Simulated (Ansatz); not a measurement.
Planning a GW calculation on BaTiO3 (R3m).

```xyz
5
Lattice="2.8274 1.6324 2.3184 -2.8274 1.6324 2.3184 0.0000 -3.2648 2.3184" Properties=species:S:1:pos:R:3 pbc="T T T"
Ba    0.0000    0.0000    0.0000
Ti    0.0000    0.0000    3.3698
O     0.0000    1.6033    2.3988
O    -1.3885   -0.8017    2.3988
O     1.3885   -0.8017    2.3988
```

The cell and positions come from the Crystallography Open Database and are kept as given unless a step says otherwise. Spin-orbit coupling is left out unless a run names it.

Runs so far (Ansatz 0.2.0, start LDA, hard PAW files, 6×6×6 mesh). Times are wall times on 1 × NVIDIA H100 80GB HBM3 (shared by 3 runs) with 4 threads of AMD EPYC 7R13 (Zen 3), shared host, good to a factor of about two.

```csv
bands summed,cutoff (eV),gap on the mesh (eV),time
188,110,4.082,72 s
401,190,4.116,2 min
666,270,4.150,5 min
```

What should the next rung give, with 1099 bands and screening to 380 eV, and where is the limit?

The error falls about as one over the bands when the cutoff rises with them. A line through the two highest rungs given predicts 4.171 eV; the run gave 4.175 eV, close to it. The two highest rungs put the limit near 4.214 eV, the pair below near 4.202 eV; their difference is a rough measure of what is unsettled in bands and cutoff; the mesh is a separate error.

Gaps are over the mesh's points; an edge off the mesh would be missed. Limits: not at the basis limit; no spin-orbit coupling.

[Paths, hosts, dates, memory and timing lines, banners, echoed tables and standing remarks are left out of the program output.]

[Logs are printed without paths, hosts, clocks, repeated set-up lines and the standing remarks that a program may print on its own settings, such as how far it seeks lower states.]

[Runs of the session that timed out or met a known fault of the program may be left out.]

[Cells called generated may have been cut or substituted from an entry of the Crystallography Open Database or the Materials Project.]

[Hosts, paths, dates, database ids (printed as entryN), source tags and the programs' standing remarks are cut or masked in the printed files.]
